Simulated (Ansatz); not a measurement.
# How fast states decay through IBrCl2

Wanted: the relaxed cell of IBrCl2, its band edges and its decay constants. It is built by putting I for part of the Br in the BrCl structure of space group Cmc2_1, with the volume rescaled by atomic radii. The parent structure comes from the Materials Project.

Calculated with Ansatz 0.2.0; r2SCAN DFT, plane waves, PAW files, in the first sound run; inputs show where later runs differ.

This is a report of a sequence of runs, with most program output left out.

The structure was built from a prototype and need not be the compound's stable phase.

**1. Starting point**

Symmetry: Cm, No. 8, monoclinic system. Conventional cell: a = 5.166 Å, b = 8.269 Å, c = 8.033 Å, α = 90.00°, β = 90.00°, γ = 90.00°. Nearest to I lie 2 Cl at 2.44 to 2.52 Å. Nearest to Br lie 2 Cl at 2.44 to 2.52 Å. Nearest to Cl lie 1 Br at 2.44 Å and 1 I at 2.52 Å. Nearest to Cl lie 1 I at 2.44 Å and 1 Br at 2.52 Å. It derives from BrCl. I for part of the Br in the BrCl structure of space group Cmc2_1. Farther neighbours and most contacts between anions are not listed.

**2. Cell and atoms at rest**

The substituted atoms don't fit the parent's cell, so cell and atoms relax together. A small smearing keeps the run stable in case the gap closes on the way.

File input.yaml:

```yaml
crystal:
  lattice:
    - [4.1346480309, -2.5832398688, 0.0]
    - [4.1346480309, 2.5832398688, 0.0]
    - [0.0, 0.0, 8.0331143012]
  atoms:
    - { symbol: I, position: [0.006143, 0.993857, 0.626524] }
    - { symbol: Br, position: [0.993857, 0.006143, 0.126524] }
    - { symbol: Cl, position: [0.717494, 0.282506, 0.373476] }
    - { symbol: Cl, position: [0.282506, 0.717494, 0.873476] }
kpoints:
  mp_grid: { grid: [6, 6, 4] }
scf:
  occupations: { method: gaussian, width: 0.03 }
hamiltonian:
  xc: r2scan
output:
  forces: true
  stress: true
relax:
  f_tol: 0.02
  max_steps: 60
  cell: {}
```

The run is started by

```sh
$ ansatz run input.yaml --threads 2 --pin off --max-ram 4096MiB --backend cpu --events-out ev --progress --plain --runs-dir out
```

It took 46 s on 2 threads of AMD EPYC 9R45, shared host; peak memory 0.84 GiB; 90 s of CPU time.

Relaxation path:

| step | energy less that of the first step (eV) | largest force component (eV/Å) | pressure (GPa) | volume (Å³) |
| --- | --- | --- | --- | --- |
| 1 | 0.0000 | 0.9782 | 0.18 | 171.60 |
| 2 | -0.0984 | 0.1300 | -0.65 | 167.16 |
| 3 | -0.1136 | 0.1017 | -0.29 | 161.68 |
| 4 | -0.1379 | 0.2548 | 0.35 | 146.76 |
| 5 | -0.1502 | 0.1884 | 0.60 | 135.30 |
| 6 | -0.1649 | 0.0564 | 0.23 | 134.18 |
| 7 | -0.1679 | 0.0212 | 0.05 | 136.73 |
| 8 | -0.1681 | 0.0173 | 0.00 | 137.11 |
| 9* | -0.1659 | 0.0172 | 0.00 | 137.11 |

Relaxation steps marked * repeat the geometry before them on a plane-wave basis chosen anew for their cell, so energy and pressure can jump there.

Forces are held to the 2 operations that the run works with; a distortion that breaks them can't arise in this run.

| cell as run | before | after | change |
| --- | --- | --- | --- |
| a (Å) | 4.875 | 4.265 | -12.5 % |
| b (Å) | 4.875 | 4.265 | -12.5 % |
| c (Å) | 8.033 | 7.982 | -0.6 % |
| α (°) | 90.00 | 89.80 | -0.2 % |
| β (°) | 90.00 | 90.20 | +0.2 % |
| γ (°) | 63.99 | 70.78 | +10.6 % |
| volume (Å³/atom) | 42.90 | 34.28 | -20.1 % |

The atoms that moved most (Å, as changes of fractional coordinates times the final cell):

| atom | dx | dy | dz | length |
| --- | --- | --- | --- | --- |
| Cl4 | 0.000 | -0.088 | 0.117 | 0.146 |
| Cl3 | 0.000 | 0.089 | -0.095 | 0.130 |
| Br2 | 0.000 | -0.030 | -0.012 | 0.032 |
| I1 | 0.000 | 0.029 | -0.010 | 0.030 |

This step gave:

```
free energy  : -12488.4546 eV
Fermi energy : 2.746 eV
pressure     : -0.001434 GPa
```

The largest force component on a free atom ends at 0.017 eV/Å.

**3. The bulk crystal and its band edges**

The energy window and the wavevectors of the next steps follow from the band edges, so these are searched first, off the mesh as well.

File input.yaml:

```yaml
crystal:
  lattice:
    - [3.4773127206, -2.4700975734, -0.0076272766]
    - [3.4773127206, 2.4700975734, 0.0076272766]
    - [0.0, 0.0237185812, 7.9816904828]
  atoms:
    - { symbol: I, position: [0.0003510575, 0.9996489425, 0.6252909707] }
    - { symbol: Br, position: [0.999858954, 0.000141046, 0.1250024719] }
    - { symbol: Cl, position: [0.6993256925, 0.3006743075, 0.3615668356] }
    - { symbol: Cl, position: [0.300464296, 0.699535704, 0.8881397218] }
kpoints:
  mp_grid: { grid: [6, 6, 4] }
  band_path: { path: [VBM, CBM], npoints: 30 }
scf:
  occupations: { method: fixed }
hamiltonian:
  xc: r2scan
output:
  eigenvalues: true
  write_potential: true
  write_density: true
  volumetric_format: npy
  elf: true
```

Wall time 21 s (2 threads); peak memory 0.72 GiB.

This step gave:

- Fermi energy: 1.838 eV
- gap on the k-mesh: 1.817 eV
- gap on path: 1.789 eV, by band count; negative where bands overlap
- direct gap on path: 1.838 eV
- edge places on path: 0, 0.2560 1/A along the path

The electronic bands at the labelled points (eV, zero at the Fermi level (highest filled level under fixed occupations); v1 is the highest filled band, c1 the lowest empty one):

| point | v4 | v3 | v2 | v1 | c1 | c2 | c3 | c4 |
| --- | --- | --- | --- | --- | --- | --- | --- | --- |
| VBM | -1.72 | -0.90 | -0.67 | 0.00 | 1.84 | 2.96 | 6.14 | 6.93 |
| halfway | -1.65 | -0.91 | -0.67 | -0.03 | 1.81 | 2.95 | 6.24 | 7.09 |
| CBM | -1.54 | -0.96 | -0.67 | -0.10 | 1.79 | 2.94 | 6.52 | 7.53 |

Electrostatic potential energy in the ac plane of the cell as run, not the conventional one, at fractional y = 0.000, with atoms of I and Br within 0.2 Å of it. With pseudopotentials it is smooth inside the atoms' cores, unlike the true potential.

Ten even steps from '_' (-57 eV) to '@' (9 eV), each cell a mean:
```
@@@@@@@@@@@@@@@@@@@@@@@@@@@@
@@@@@@@@@@@@@@@@@@@@@@@@@@@@
@@@@@@@@@@@@@@@@@@@@@@@@@@@@
@@@@@@@@@@@@@@@@@@@@@@@@@@@@
%%@@@@@@@@@@@@@@@@@@@@@@@@@@
####%%@@@@@@@@@@@@@@@@@@%%##
**++**%%@@@@@@@@@@@@@@%%****
@@##**##@@@@@@@@@@@@%%****%%
@@@@****%%@@@@@@@@@@%%**##@@
@@%%**##@@@@@@@@@@@@%%**##@@
##****%%@@@@@@@@@@@@%%##****
****%%@@@@@@@@@@@@@@@@%%##**
%%%%@@@@@@@@@@@@@@@@@@@@%%%%
@@@@@@@@@@@@@@@@@@@@@@@@@@@@
@@@@@@@@@@@@@@@@@@@@@@@@@@@@
@@@@@@@@@@@@@@@@@@@@@@@@@@@@
@@@@@@@@@@@@@@@@@@@@@@@@@@@@
%%%%@@@@@@@@@@@@@@@@@@@@%%%%
--==##@@@@@@@@@@@@@@@@%%**--
____==%%@@@@@@@@@@@@@@##::__
____::##@@@@@@@@@@@@@@**____
____--%%@@@@@@@@@@@@@@##..__
..::**%%@@@@@@@@@@@@@@%%++::
**##%%@@@@@@@@@@@@@@@@@@%%##
```
Columns run along a (4.3 Å; values clipped at the 3rd and 97th percentile), rows up along c (8.0 Å). Atoms in or near the plane, at fractional coordinates: I at (0.00, 0.63), Br at (0.00, 0.13).

Valence density in the ac plane of the cell as run, not the conventional one, at fractional y = 0.000, with atoms of I and Br within 0.2 Å of it. It is the smooth field of the valence electrons, not physical close to the nuclei.

Ten steps, logarithmic in the rise over the least value, from '_' (0 e/Å³) to '@' (17 e/Å³), each cell a mean:
```
..........______________....
..........__________________
..........__________________
..........__________________
..........______________....
::::::..____________....::::
++==--::..__________..::--++
%%##==--..________..::--**%%
@@@@**--::..______..::==##@@
@@%%++--::..______..::--**%%
##++==::..__________..--==**
----::....__________..::::--
......______________......::
..__________________........
__________________..........
__________________..........
....________________........
::::....____________....::::
------::..__________..::----
--====--..__________..--==--
..--==--..________..::--==::
::--==--..__________::--==--
------::..__________..--====
----::..____________....::--
```
Columns run along a (4.3 Å), rows up along c (8.0 Å). Atoms in or near the plane, at fractional coordinates: I at (0.00, 0.63), Br at (0.00, 0.13).

ELF in the ac plane of the cell as run, not the conventional one, at fractional y = 0.000, with atoms of I and Br within 0.2 Å of it. It is the smooth field of the valence electrons, not physical close to the nuclei.

Values, 24 rows by 14 columns, each cell a mean:
```
0.32 0.28 0.27 0.27 0.26 0.21 0.12 0.02 0.01 0.07 0.27 0.42 0.44 0.39
0.17 0.27 0.41 0.49 0.52 0.45 0.29 0.06 0.01 0.01 0.04 0.08 0.10 0.11
0.18 0.35 0.52 0.61 0.63 0.55 0.37 0.09 0.01 0.01 0.01 0.02 0.03 0.06
0.18 0.30 0.43 0.50 0.50 0.41 0.24 0.05 0.01 0.02 0.06 0.09 0.10 0.11
0.29 0.29 0.30 0.29 0.25 0.18 0.09 0.02 0.02 0.13 0.35 0.45 0.41 0.35
0.44 0.39 0.34 0.26 0.16 0.08 0.03 0.01 0.08 0.44 0.72 0.76 0.67 0.55
0.48 0.48 0.49 0.49 0.38 0.17 0.04 0.03 0.23 0.72 0.85 0.79 0.67 0.56
0.28 0.37 0.55 0.64 0.66 0.41 0.10 0.04 0.32 0.80 0.85 0.75 0.56 0.34
0.48 0.26 0.54 0.71 0.80 0.60 0.16 0.05 0.32 0.78 0.81 0.69 0.43 0.25
0.25 0.33 0.61 0.77 0.85 0.67 0.19 0.04 0.22 0.64 0.72 0.64 0.46 0.26
0.43 0.54 0.70 0.81 0.85 0.61 0.14 0.03 0.11 0.36 0.54 0.54 0.50 0.44
0.52 0.61 0.74 0.82 0.77 0.41 0.07 0.02 0.04 0.13 0.26 0.37 0.42 0.45
0.39 0.48 0.58 0.59 0.43 0.11 0.02 0.02 0.07 0.14 0.20 0.25 0.30 0.32
0.19 0.18 0.20 0.18 0.10 0.02 0.01 0.08 0.23 0.36 0.41 0.40 0.33 0.25
0.12 0.06 0.03 0.02 0.01 0.01 0.02 0.17 0.41 0.57 0.60 0.57 0.45 0.29
0.12 0.06 0.04 0.03 0.01 0.01 0.02 0.17 0.41 0.56 0.58 0.54 0.41 0.26
0.24 0.26 0.28 0.23 0.10 0.02 0.01 0.08 0.23 0.34 0.36 0.34 0.29 0.25
0.58 0.67 0.71 0.65 0.43 0.09 0.01 0.02 0.07 0.12 0.17 0.25 0.36 0.46
0.69 0.84 0.91 0.88 0.76 0.32 0.04 0.01 0.03 0.11 0.29 0.51 0.65 0.64
0.19 0.58 0.92 0.92 0.84 0.48 0.07 0.01 0.07 0.33 0.62 0.79 0.64 0.24
0.02 0.23 0.84 0.91 0.82 0.48 0.08 0.02 0.15 0.59 0.83 0.90 0.59 0.06
0.04 0.24 0.78 0.82 0.65 0.29 0.05 0.02 0.18 0.69 0.88 0.93 0.77 0.24
0.45 0.57 0.70 0.57 0.33 0.11 0.03 0.01 0.12 0.60 0.85 0.92 0.89 0.70
0.67 0.58 0.43 0.27 0.13 0.07 0.03 0.01 0.04 0.35 0.70 0.82 0.83 0.78
```
Columns run along a (4.3 Å), rows up along c (8.0 Å). Atoms in or near the plane, at fractional coordinates: I at (0.00, 0.63), Br at (0.00, 0.13).

The searched edges give 1.79 eV, under the 1.82 eV of the mesh, which misses an edge.

**4. Complex bands, plane (010), k-mesh 4×8×8**

This step: r2SCAN DFT, plane waves, PAW files; complex bands by layer matching along the plane's normal (Ansatz 0.2.0).

The same crystal is laid in a cell whose first two vectors span the (010) plane (indices of the standard conventional cell, whose axes can be ordered otherwise than in the bulk input). At fixed energy and wavevector in the plane the solver finds all kz, real and complex. A few wavevectors are listed, (0, 0) and (-0.0573, -0.1979) in units of the plane's reciprocal vectors; the slowest state needn't be among them.

File input.yaml:

```yaml
crystal:
  lattice:
    - [7.981725724, 0.0, 0.0]
    - [-0.029934822, 4.940128004, 0.0]
    - [-0.014967411, 2.470064002, 3.477312721]
  atoms:
    - { symbol: I, position: [0.6252909707, 0.0003510575, 0.0] }
    - { symbol: Br, position: [0.1250024719, 0.999858954, 0.0] }
    - { symbol: Cl, position: [0.3615668356, 0.6993256925, 0.0] }
    - { symbol: Cl, position: [0.8881397218, 0.300464296, 0.0] }
kpoints:
  mp_grid: { grid: [4, 8, 8] }
scf:
  occupations: { method: fixed }
hamiltonian:
  xc: r2scan
output:
  eigenvalues: true
  transmission:
    leads: [[0, 0]]
    kpoints: [[0.0, 0.0], [-0.0573, -0.1979]]
    e_range: [-1.0, 2.79]
    de: 0.06
```

Wall time 63 s (2 threads); peak memory 1.5 GiB.

Numbers from this step:

```
gap on the k-mesh                                         : 1.815 eV
level to which the leads are filled                       : 0.9076 eV from the Fermi level
decay constant at the filling level, zone centre          : 0.3803 Å⁻¹
decay constant at the filling level, slowest listed point : 0.3796 Å⁻¹
```

K parallel (0, 0); values up to 1.5 1/Å, a degenerate pair printed once or twice; energies at which all values exceed this have no row. Im kz of the slowest decaying states against energy, zero at the highest filled level on the SCF mesh:

| energy (eV) | decay 1 (Å⁻¹) | decay 2 (Å⁻¹) | decay 3 (Å⁻¹) | decay 4 (Å⁻¹) |
| --- | --- | --- | --- | --- |
| -1.00 | 0.399 | 0.471 | 0.533 | 0.684 |
| -0.82 | 0.261 | 0.466 | 0.487 | 0.786 |
| -0.64 | 0.232 | 0.377 | 0.462 | 0.495 |
| -0.46 | 0.333 | 0.455 | 0.522 | 0.539 |
| -0.22 | 0.494 | 0.541 | 0.632 | 0.869 |
| -0.04 | 0.397 | 0.515 | 0.551 | 0.672 |
| 0.02 | 0.0797 | 0.450 | 0.521 | 0.554 |
| 0.14 | 0.194 | 0.522 | 0.531 | 0.559 |
| 0.32 | 0.270 | 0.544 | 0.566 | 0.592 |
| 0.50 | 0.315 | 0.552 | 0.571 | 0.638 |
| 0.68 | 0.348 | 0.558 | 0.575 | 0.671 |
| 0.92 | 0.380 | 0.560 | 0.578 | 0.703 |
| 1.10 | 0.398 | 0.557 | 0.580 | 0.720 |
| 1.28 | 0.413 | 0.548 | 0.581 | 0.734 |
| 1.46 | 0.424 | 0.530 | 0.581 | 0.744 |
| 1.64 | 0.433 | 0.491 | 0.580 | 0.751 |
| 1.82 | 0.250 | 0.437 | 0.440 | 0.579 |
| 2.00 | 0.445 | 0.466 | 0.576 | 0.591 |
| 2.24 | 0.449 | 0.572 | 0.575 | 0.666 |
| 2.42 | 0.450 | 0.569 | 0.598 | 0.610 |
| 2.60 | 0.426 | 0.449 | 0.564 | 0.605 |
| 2.78 | 0.448 | 0.559 | 0.607 | 0.753 |

K parallel (-0.0573, -0.1979); values up to 1.5 1/Å, a degenerate pair printed once or twice; energies at which all values exceed this have no row. Im kz of the slowest decaying states against energy, zero at the highest filled level on the SCF mesh:

| energy (eV) | decay 1 (Å⁻¹) | decay 2 (Å⁻¹) | decay 3 (Å⁻¹) | decay 4 (Å⁻¹) |
| --- | --- | --- | --- | --- |
| -1.00 | 0.304 | 0.392 | 0.542 | 0.793 |
| -0.82 | 0.183 | 0.366 | 0.560 | 0.826 |
| -0.70 | 0.164 | 0.336 | 0.569 | 0.846 |
| -0.52 | 0.291 | 0.314 | 0.579 | 0.874 |
| -0.40 | 0.276 | 0.335 | 0.584 | 0.890 |
| -0.22 | 0.378 | 0.592 | 0.911 | 0.930 |
| -0.10 | 0.335 | 0.404 | 0.596 | 0.923 |
| 0.02 | 0.222 | 0.429 | 0.441 | 0.600 |
| 0.08 | 0.257 | 0.441 | 0.477 | 0.602 |
| 0.20 | 0.302 | 0.462 | 0.533 | 0.605 |
| 0.38 | 0.340 | 0.487 | 0.590 | 0.610 |
| 0.50 | 0.356 | 0.501 | 0.612 | 0.619 |
| 0.68 | 0.371 | 0.519 | 0.614 | 0.650 |
| 0.80 | 0.377 | 0.529 | 0.614 | 0.666 |
| 0.98 | 0.380 | 0.542 | 0.613 | 0.683 |
| 1.10 | 0.378 | 0.550 | 0.612 | 0.691 |
| 1.28 | 0.367 | 0.560 | 0.607 | 0.695 |
| 1.40 | 0.353 | 0.566 | 0.602 | 0.693 |
| 1.58 | 0.309 | 0.578 | 0.587 | 0.674 |
| 1.70 | 0.237 | 0.562 | 0.596 | 0.642 |
| 1.88 | 0.478 | 0.520 | 0.615 | 0.772 |
| 2.00 | 0.456 | 0.502 | 0.624 | 0.744 |
| 2.18 | 0.512 | 0.575 | 0.633 | 0.693 |
| 2.30 | 0.526 | 0.605 | 0.637 | 0.645 |
| 2.48 | 0.538 | 0.551 | 0.626 | 0.636 |
| 2.60 | 0.424 | 0.576 | 0.626 | 0.631 |
| 2.78 | 0.592 | 0.631 | 0.631 | 0.836 |

At the listed wavevectors the last open channel is at -0.04 eV and the next at +1.82 eV on the grid. At +0.92 eV, the grid energy nearest the filling level (the middle of the gap on the SCF mesh), the slowest state at the listed wavevectors decays with κ = 0.380 Å⁻¹, its amplitude falling by e over 2.6 Å. Through 1 nm of this crystal that state's transmission falls by exp(−2 × 0.380 Å⁻¹ × 10 Å) = 5.0e-4.

**5. Decaying states in the gap, plane (001), k-mesh 6×6×4**

The same for the (001) plane, at (0, 0), (-0.099, 0.099) and (0.5, 0), to see how the decay depends on direction.

File input.yaml:

```yaml
crystal:
  lattice:
    - [4.265342185, 0.0, 0.0]
    - [1.404403984, 4.027504612, 0.0]
    - [-0.028008485, 0.039429129, 7.981579192]
  atoms:
    - { symbol: I, position: [0.0003510575, 0.9996489425, 0.6252909707] }
    - { symbol: Br, position: [0.999858954, 0.000141046, 0.1250024719] }
    - { symbol: Cl, position: [0.6993256925, 0.3006743075, 0.3615668356] }
    - { symbol: Cl, position: [0.300464296, 0.699535704, 0.8881397218] }
kpoints:
  mp_grid: { grid: [6, 6, 4] }
scf:
  occupations: { method: fixed }
hamiltonian:
  xc: r2scan
output:
  eigenvalues: true
  transmission:
    leads: [[0, 0]]
    kpoints: [[0.0, 0.0], [-0.099, 0.099], [0.5, 0.0]]
    e_range: [-1.0, 2.79]
    de: 0.08
```

The job ended after 19 s (2 threads; peak memory 0.81 GiB).

Numbers from this step:

```yaml
gap_on_the_k_mesh: 1.817 eV
level_to_which_the_leads_are_filled: 0.9084 eV from the Fermi level
decay_constant_at_the_filling_level_zone_centre: 0.3411 Å⁻¹
decay_constant_at_the_filling_level_slowest_listed_point: 0.2708 Å⁻¹
```

K parallel (0, 0); values up to 1.5 1/Å, a degenerate pair printed once or twice; energies at which all values exceed this have no row. The Im kz of the slowest decaying states by energy, zero at the highest filled level on the SCF mesh:

| energy (eV) | decay 1 (Å⁻¹) | decay 2 (Å⁻¹) | decay 3 (Å⁻¹) | decay 4 (Å⁻¹) |
| --- | --- | --- | --- | --- |
| -1.00 | 0.239 | 0.269 | 0.350 | 1.28 |
| -0.84 | 0.0643 | 0.132 | 0.357 | 1.27 |
| -0.68 | 0.327 | 0.367 | 1.25 | 1.42 |
| -0.52 | 0.234 | 0.374 | 0.394 | 1.23 |
| -0.36 | 0.305 | 0.379 | 0.417 | 1.21 |
| -0.28 | 0.328 | 0.380 | 0.414 | 1.20 |
| -0.12 | 0.353 | 0.363 | 0.381 | 1.19 |
| -0.04 | 0.208 | 0.377 | 0.381 | 1.18 |
| 0.04 | 0.298 | 0.381 | 0.389 | 1.17 |
| 0.20 | 0.378 | 0.409 | 0.518 | 1.15 |
| 0.36 | 0.373 | 0.425 | 0.626 | 1.14 |
| 0.52 | 0.367 | 0.437 | 0.705 | 1.12 |
| 0.68 | 0.358 | 0.447 | 0.772 | 1.11 |
| 0.84 | 0.348 | 0.455 | 0.832 | 1.09 |
| 0.92 | 0.341 | 0.458 | 0.862 | 1.08 |
| 1.08 | 0.326 | 0.464 | 0.924 | 1.07 |
| 1.24 | 0.307 | 0.468 | 1.04 | 1.05 |
| 1.40 | 0.282 | 0.471 | 1.04 | 1.04 |
| 1.56 | 0.248 | 0.473 | 1.03 | 1.05 |
| 1.72 | 0.192 | 0.474 | 1.02 | 1.05 |
| 1.88 | 0.180 | 0.475 | 1.01 | 1.05 |
| 2.04 | 0.0495 | 0.269 | 0.474 | 0.999 |
| 2.12 | 0.0632 | 0.290 | 0.474 | 0.994 |
| 2.28 | 0.0117 | 0.318 | 0.472 | 0.984 |
| 2.44 | 0.337 | 0.469 | 0.973 | 1.04 |
| 2.60 | 0.351 | 0.466 | 0.963 | 1.04 |
| 2.76 | 0.362 | 0.463 | 0.953 | 1.03 |

K parallel (-0.099, 0.099); values up to 1.5 1/Å, a degenerate pair printed once or twice; energies at which all values exceed this have no row. The Im kz of the slowest decaying states by energy, zero at the highest filled level on the SCF mesh:

| energy (eV) | decay 1 (Å⁻¹) | decay 2 (Å⁻¹) | decay 3 (Å⁻¹) | decay 4 (Å⁻¹) |
| --- | --- | --- | --- | --- |
| -1.00 | 0.142 | 0.154 | 0.171 | 0.622 |
| -0.84 | 0.134 | 0.264 | 0.591 | 1.17 |
| -0.60 | 0.300 | 0.333 | 0.545 | 1.14 |
| -0.44 | 0.192 | 0.317 | 0.360 | 0.512 |
| -0.28 | 0.281 | 0.286 | 0.374 | 0.477 |
| -0.04 | 0.243 | 0.344 | 0.369 | 0.485 |
| 0.12 | 0.350 | 0.376 | 0.416 | 0.494 |
| 0.28 | 0.352 | 0.388 | 0.494 | 0.506 |
| 0.52 | 0.349 | 0.412 | 0.478 | 0.597 |
| 0.68 | 0.344 | 0.440 | 0.452 | 0.642 |
| 0.92 | 0.330 | 0.442 | 0.445 | 0.696 |
| 1.08 | 0.315 | 0.435 | 0.446 | 0.725 |
| 1.24 | 0.293 | 0.426 | 0.447 | 0.751 |
| 1.48 | 0.241 | 0.408 | 0.449 | 0.783 |
| 1.64 | 0.179 | 0.394 | 0.451 | 0.802 |
| 1.80 | 0.380 | 0.454 | 0.819 | 0.941 |
| 2.04 | 0.378 | 0.459 | 0.844 | 0.920 |
| 2.20 | 0.0451 | 0.386 | 0.461 | 0.863 |
| 2.36 | 0.0471 | 0.395 | 0.463 | 0.879 |
| 2.60 | 0.404 | 0.464 | 0.869 | 0.889 |
| 2.76 | 0.407 | 0.464 | 0.863 | 0.890 |

K parallel (0.5, 0); values up to 1.5 1/Å, a degenerate pair printed once or twice; energies at which all values exceed this have no row. Table of Im kz of the slowest decaying states by energy, zero at the highest filled level on the SCF mesh:

| energy (eV) | decay 1 (Å⁻¹) | decay 2 (Å⁻¹) | decay 3 (Å⁻¹) | decay 4 (Å⁻¹) |
| --- | --- | --- | --- | --- |
| -1.00 | 0.162 | 1.08 | - | - |
| -0.84 | 0.113 | 1.07 | - | - |
| -0.60 | 0.113 | 0.120 | 1.03 | 1.04 |
| -0.44 | 0.156 | 0.178 | 1.01 | 1.03 |
| -0.28 | 0.0937 | 0.222 | 0.984 | 1.01 |
| -0.04 | 0.125 | 0.270 | 0.359 | 0.944 |
| 0.12 | 0.176 | 0.295 | 0.438 | 0.916 |
| 0.28 | 0.207 | 0.316 | 0.501 | 0.884 |
| 0.52 | 0.239 | 0.342 | 0.582 | 0.826 |
| 0.68 | 0.254 | 0.357 | 0.644 | 0.770 |
| 0.92 | 0.271 | 0.376 | 0.705 | 0.911 |
| 1.08 | 0.279 | 0.386 | 0.700 | 0.899 |
| 1.24 | 0.286 | 0.393 | 0.692 | 0.887 |
| 1.48 | 0.294 | 0.399 | 0.673 | 0.870 |
| 1.64 | 0.302 | 0.396 | 0.655 | 0.858 |
| 1.80 | 0.333 | 0.365 | 0.630 | 0.847 |
| 2.04 | 0.334 | 0.561 | 0.830 | 1.39 |
| 2.20 | 0.0646 | 0.505 | 0.550 | 0.818 |
| 2.36 | 0.131 | 0.556 | 0.566 | 0.570 |
| 2.60 | 0.0380 | 0.511 | 0.608 | 0.634 |
| 2.76 | 0.507 | 0.622 | 0.647 | 0.776 |

At the listed wavevectors the last open channel is at -0.12 eV and the next at +1.80 eV on the grid. At +0.92 eV, the grid energy nearest the filling level (the middle of the gap on the SCF mesh), the slowest state at the listed wavevectors decays with κ = 0.271 Å⁻¹, its amplitude falling by e over 3.7 Å; the first such run, plane (010), gave 0.380 Å⁻¹.

(Continued in part 2 of 2.)

[Logs are printed without paths, hosts, clocks, repeated set-up lines and the standing remarks that a program may print on its own settings, such as how far it seeks lower states.]

[Hosts, paths, dates, database ids (printed as entryN), source tags and the programs' standing remarks are cut or masked in the printed files.]
